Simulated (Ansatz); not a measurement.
# Work function of Pb(111): what the settings cost and change, part 2 of 2

How far do cutoff, k-mesh and smearing move the work function of Pb(111)?

Ansatz 0.2.0; plane-wave DFT, PBE, Ansatz PAW.

So far. Step 8 (Run): The work function is 3.654 eV, -0.021 eV from the run “cutoff 420 eV”, at 0.55 times its CPU time.

**9. Run**

Input file input.yaml:

```yaml
crystal:
  lattice:
    - [3.5001785669, 0.0, 0.0]
    - [1.7500892834, 3.0312435567, 0.0]
    - [0.0, 0.0, 35.1473029949]
  atoms:
    - { symbol: Pb, position: [0.0, 0.0, 0.2560651667] }
    - { symbol: Pb, position: [0.3333333333, 0.3333333333, 0.3373767778] }
    - { symbol: Pb, position: [0.6666666667, 0.6666666667, 0.4186883889] }
    - { symbol: Pb, position: [0.0, 0.0, 0.5] }
    - { symbol: Pb, position: [0.3333333333, 0.3333333333, 0.5813116111] }
    - { symbol: Pb, position: [0.6666666667, 0.6666666667, 0.6626232222] }
    - { symbol: Pb, position: [0.0, 0.0, 0.7439348333] }
kpoints:
  mp_grid: { grid: [20, 20, 1] }
hamiltonian:
  xc: pbe
scf:
  occupations: { method: fermi_dirac, width: 0.1 }
  convergence: { dr2_threshold: 1.0e-09 }
efield:
  axis: 3
  dipole_correction: true
  ramp_position: 0.97
  ramp_width: 0.06
output:
  write_potential: true
  write_density: true
  volumetric_format: npy
```

The run is started by

```
ansatz run input.yaml --threads 2 --pin off --max-ram 3072MiB --backend cpu --events-out ev --progress --plain --runs-dir out
```

Numbers of over 12 decimals in the logs are rounded to 6 here.

The log of the run:

```text
[...]
Crystal: 7 atoms, lattice volume = 372.909 Å³
Basis set: ecut = 420 eV, 7275 PW (Γ)
Bands: 59, of which v1, the nominal top of the filled ones, is band 49 counted from 1 (48 counted from 0)
Symmetry: 6 space group operations
k-points: 44 of 400 (time reversal used)
[...]
k-point 0: bands = [... 45 lower, 4.6805, 6.3174, 7.6173, 8.2473, 8.4672, 9.4336, 9.7499, 10.2953, ... 6 higher]
  k-point 1: bands = [... 45 lower, 4.7120, 6.3419, 7.6461, 8.2803, 8.4979, 9.4496, 9.7233, 9.7695, ... 6 higher]
  k-point 2: bands = [... 45 lower, 4.8005, 6.4009, 7.7107, 8.3539, 8.5350, 8.5664, 8.7938, 9.1617, ... 6 higher]
  k-point 43: bands = [... 45 lower, 2.3300, 2.6705, 2.7408, 2.8780, 3.4162, 3.4874, 3.7421, 4.1176, ... 6 higher]
[key lines of the parts left out:]
SCF converged after 9 iterations
Free energy (F): -83344.529015 eV
Fermi energy:    4.697836 eV
Dipole field:    D = 0.000000 V/Å  (p = 0.000000 e·Å, saw-weighted, corrected)
Work function:   Φ+ = 3.6665 eV   Φ− = 3.6665 eV
```

Run time: 63 s. Hardware: 2 threads of Arm Neoverse V2, shared host; peak memory 1.2 GiB; 2.1 min of CPU time.

The work function is 3.667 eV, -0.009 eV from the run “cutoff 420 eV”, at 2.1 times its CPU time.

**10. Run**

Changes to input.yaml since step 9:

```diff
@@ -14,3 +14,3 @@
 kpoints:
-  mp_grid: { grid: [20, 20, 1] }
+  mp_grid: { grid: [13, 13, 1] }
 hamiltonian:
@@ -18,3 +18,3 @@
 scf:
-  occupations: { method: fermi_dirac, width: 0.1 }
+  occupations: { method: gaussian, width: 0.05 }
   convergence: { dr2_threshold: 1.0e-09 }
```

The log of the run:

```text
[...]
Crystal: 7 atoms, lattice volume = 372.909 Å³
Basis set: ecut = 420 eV, 7275 PW (Γ)
Bands: 59, of which v1, the nominal top of the filled ones, is band 49 counted from 1 (48 counted from 0)
Symmetry: 6 space group operations
k-points: 21 of 169 (time reversal used)
[...]
k-point 0: bands = [... 45 lower, 4.6893, 6.3265, 7.6171, 8.2459, 8.4596, 9.4310, 9.7470, 10.3014, ... 6 higher]
  k-point 1: bands = [... 45 lower, 4.7624, 6.3812, 7.6811, 8.3200, 8.5277, 9.1241, 9.3578, 9.4418, ... 6 higher]
  k-point 2: bands = [... 45 lower, 4.9346, 6.3937, 7.1330, 7.4081, 7.5253, 8.0171, 8.1557, 8.5943, ... 6 higher]
  k-point 20: bands = [... 45 lower, 2.4273, 2.6500, 2.8297, 3.0949, 3.1469, 3.6985, 3.7017, 4.0596, ... 6 higher]
[key lines of the parts left out:]
SCF converged after 9 iterations
Free energy (F): -83344.449909 eV
Fermi energy:    4.718943 eV
Dipole field:    D = 0.000000 V/Å  (p = 0.000000 e·Å, saw-weighted, corrected)
Work function:   Φ+ = 3.6275 eV   Φ− = 3.6275 eV
```

It took 29 s on 2 threads; peak memory 0.83 GiB; 57 s of CPU time.

The work function is 3.628 eV, -0.048 eV from the run “cutoff 420 eV”, at 0.97 times its CPU time.

**11. Slab**

Changes to input.yaml since step 10:

```diff
@@ -18,3 +18,3 @@
 scf:
-  occupations: { method: gaussian, width: 0.05 }
+  occupations: { method: methfessel_paxton, width: 0.2 }
   convergence: { dr2_threshold: 1.0e-09 }
```

The log of the run:

```text
[...]
Crystal: 7 atoms, lattice volume = 372.909 Å³
Basis set: ecut = 420 eV, 7275 PW (Γ)
Bands: 59, of which v1, the nominal top of the filled ones, is band 49 counted from 1 (48 counted from 0)
Symmetry: 6 space group operations
k-points: 21 of 169 (time reversal used)
[...]
k-point 0: bands = [... 45 lower, 4.6848, 6.3222, 7.6198, 8.2507, 8.4659, 9.4347, 9.7508, 10.2917, ... 6 higher]
  k-point 1: bands = [... 45 lower, 4.7579, 6.3767, 7.6833, 8.3247, 8.5338, 9.1145, 9.3521, 9.4444, ... 6 higher]
  k-point 2: bands = [... 45 lower, 4.9298, 6.3884, 7.1240, 7.4038, 7.5166, 8.0115, 8.1551, 8.5974, ... 6 higher]
  k-point 20: bands = [... 45 lower, 2.4219, 2.6407, 2.8183, 3.0885, 3.1390, 3.6872, 3.6940, 4.0524, ... 6 higher]
[key lines of the parts left out:]
SCF converged after 9 iterations
Free energy (F): -83344.448546 eV
Fermi energy:    4.715995 eV
Dipole field:    D = -0.000000 V/Å  (p = -0.000000 e·Å, saw-weighted, corrected)
Work function:   Φ+ = 3.6416 eV   Φ− = 3.6416 eV
```

Elapsed: 29 s, on 2 threads; peak memory 0.82 GiB.

The work function is 3.642 eV, -0.033 eV from the run “cutoff 420 eV”, at 0.98 times its CPU time.

**12. Slab**

Changes to input.yaml since step 11:

```diff
@@ -18,3 +18,3 @@
 scf:
-  occupations: { method: methfessel_paxton, width: 0.2 }
+  occupations: { method: fermi_dirac, width: 0.3 }
   convergence: { dr2_threshold: 1.0e-09 }
```

The log of the run:

```text
band count auto-derived: 68 (N_el = 98.0; filled up to band 49; 59 by the electrons, moments and atoms)
[...]
Crystal: 7 atoms, lattice volume = 372.909 Å³
Basis set: ecut = 420 eV, 7275 PW (Γ)
Bands: 68, of which v1, the nominal top of the filled ones, is band 49 counted from 1 (48 counted from 0)
Symmetry: 6 space group operations
[...]
k-point 0: bands = [... 45 lower, 4.6584, 6.2978, 7.6203, 8.2596, 8.4883, 9.4443, 9.7612, 10.2620, ... 15 higher]
  k-point 1: bands = [... 45 lower, 4.7313, 6.3519, 7.6820, 8.3332, 8.5549, 9.0848, 9.3166, 9.4515, ... 15 higher]
  k-point 2: bands = [... 45 lower, 4.9025, 6.3608, 7.0933, 7.3793, 7.4752, 7.9779, 8.1464, 8.5954, ... 15 higher]
  k-point 20: bands = [... 45 lower, 2.3891, 2.6107, 2.7721, 3.0516, 3.0956, 3.6421, 3.6607, 4.0181, ... 15 higher]
[key lines of the parts left out:]
SCF converged after 8 iterations
Free energy (F): -83345.034459 eV
Fermi energy:    4.643694 eV
Dipole field:    D = -0.000000 V/Å  (p = -0.000000 e·Å, saw-weighted, corrected)
Work function:   Φ+ = 3.7684 eV   Φ− = 3.7685 eV
```

Elapsed: 36 s, on 2 threads; peak memory 0.92 GiB.

The work function is 3.768 eV, +0.093 eV from the run “cutoff 420 eV”, at 1.2 times its CPU time.

**13. Slab**

Changes to input.yaml since step 12:

```diff
@@ -18,3 +18,3 @@
 scf:
-  occupations: { method: fermi_dirac, width: 0.3 }
+  occupations: { method: cold, width: 0.1 }
   convergence: { dr2_threshold: 1.0e-09 }
```

The log of the run:

```text
[...]
Crystal: 7 atoms, lattice volume = 372.909 Å³
Basis set: ecut = 420 eV, 7275 PW (Γ)
Bands: 59, of which v1, the nominal top of the filled ones, is band 49 counted from 1 (48 counted from 0)
Symmetry: 6 space group operations
k-points: 21 of 169 (time reversal used)
[...]
k-point 0: bands = [... 45 lower, 4.6873, 6.3254, 7.6179, 8.2479, 8.4618, 9.4322, 9.7485, 10.2982, ... 6 higher]
  k-point 1: bands = [... 45 lower, 4.7604, 6.3799, 7.6818, 8.3219, 8.5298, 9.1210, 9.3553, 9.4427, ... 6 higher]
  k-point 2: bands = [... 45 lower, 4.9325, 6.3919, 7.1300, 7.4062, 7.5231, 8.0154, 8.1549, 8.5956, ... 6 higher]
  k-point 20: bands = [... 45 lower, 2.4245, 2.6468, 2.8270, 3.0923, 3.1443, 3.6959, 3.6987, 4.0567, ... 6 higher]
[key lines of the parts left out:]
SCF converged after 9 iterations
Free energy (F): -83344.445924 eV
Fermi energy:    4.716735 eV
Dipole field:    D = 0.000000 V/Å  (p = 0.000000 e·Å, saw-weighted, corrected)
Work function:   Φ+ = 3.6333 eV   Φ− = 3.6334 eV
```

Run time: 29 s. Hardware: 2 threads; peak memory 0.82 GiB; 58 s of CPU time.

The work function is 3.633 eV, -0.042 eV from the run “cutoff 420 eV”, at 0.99 times its CPU time.

**14. Side by side**

Times are for 2 threads of Arm Neoverse V2, shared host. The runs compared:

```tsv
no.	setting	work function, upper face (eV)	time	memory (GiB)
1	cutoff 200 eV	3.804	13 s	0.45
2	cutoff 300 eV	3.675	18 s	0.6
3	cutoff 420 eV	3.675	29 s	0.82
4	cutoff 600 eV	3.675	52 s	1.2
5	mesh 2x2	3.508	2 s	0.51
6	mesh 4x4	3.631	5 s	0.54
7	mesh 9x9	3.654	16 s	0.7
8	mesh 20x20	3.667	63 s	1.2
9	Gaussian smearing 0.05 eV	3.628	29 s	0.83
10	methfessel_paxton smearing 0.2 eV	3.642	29 s	0.82
11	fermi_dirac smearing 0.3 eV	3.768	36 s	0.92
12	cold smearing 0.1 eV	3.633	29 s	0.82
```

**15. A changed input**

An input spoilt on purpose, to show how the run answers: it repeats the earlier run “cutoff 200 eV” with efield.amplitude to 0 and efield.dipole_correction from true to false, and scf.max_iter set to 50; its output block differs too.

Changes to input.yaml since step 13:

```diff
@@ -18,9 +18,13 @@
 scf:
-  occupations: { method: cold, width: 0.1 }
+  occupations: { method: fermi_dirac, width: 0.1 }
   convergence: { dr2_threshold: 1.0e-09 }
+  max_iter: 50
 efield:
   axis: 3
-  dipole_correction: true
+  dipole_correction: false
   ramp_position: 0.97
   ramp_width: 0.06
+  amplitude: 0
+basis:
+  ecutwfc: "200 eV"
 output:
```

The log of the run:

```text
Error: invalid value for `efield.amplitude`: is zero with dipole_correction: false — the section would apply nothing; set a non-zero amplitude, enable dipole_correction, or remove the block
```

Elapsed: 0.01 s, on 2 threads; peak memory 0.07 GiB.

The input was rejected at the start.

The program's message: “Error: invalid value for `efield.amplitude`: is zero with dipole_correction: false — the section would apply nothing; set a non-zero amplitude, enable dipole_correction, or remove the block”

The fault put into the input: a field block that applies nothing.

**16. Outcome**

```
work function, cutoff 200 eV : 3.804 eV
work function, cutoff 420 eV : 3.675 eV
work function, cutoff 600 eV : 3.675 eV
work function, mesh 2x2      : 3.508 eV
```

What this shows: The run at the highest cutoff gives 3.67 eV, and the settings tried spread the value from 3.51 to 3.80 eV. Against 600 eV, a cutoff of 200 eV is off by +0.129 eV. Against 600 eV, a cutoff of 420 eV is off by +0.000 eV. Against the finest mesh, 20 points along a, the coarser ones are off by -0.16 (2), -0.04 (4) and -0.01 (9) eV. The smearing schemes and widths spread it over 0.14 eV. The program marks the value as in doubt in “cutoff 200 eV”. The ladder's slabs use the tabulated experimental lattice constant (two decimals; a low-temperature value for the alkali metals). In 1 run of the series (cutoff 200 eV) the program warns that electrons reach the sawtooth's ramp, which makes dipole and work function less sure.

[Logs are printed without paths, hosts, clocks, repeated set-up lines and the standing remarks that a program may print on its own settings, such as how far it seeks lower states.]

[Hosts, paths, dates, database ids (printed as entryN), source tags and the programs' standing remarks are cut or masked in the printed files.]

[Maps of the electrostatic potential energy from Ansatz leave out the sawtooth potential of an applied field or a dipole correction, so their vacuum need not be flat; planar profiles and work functions include it.]
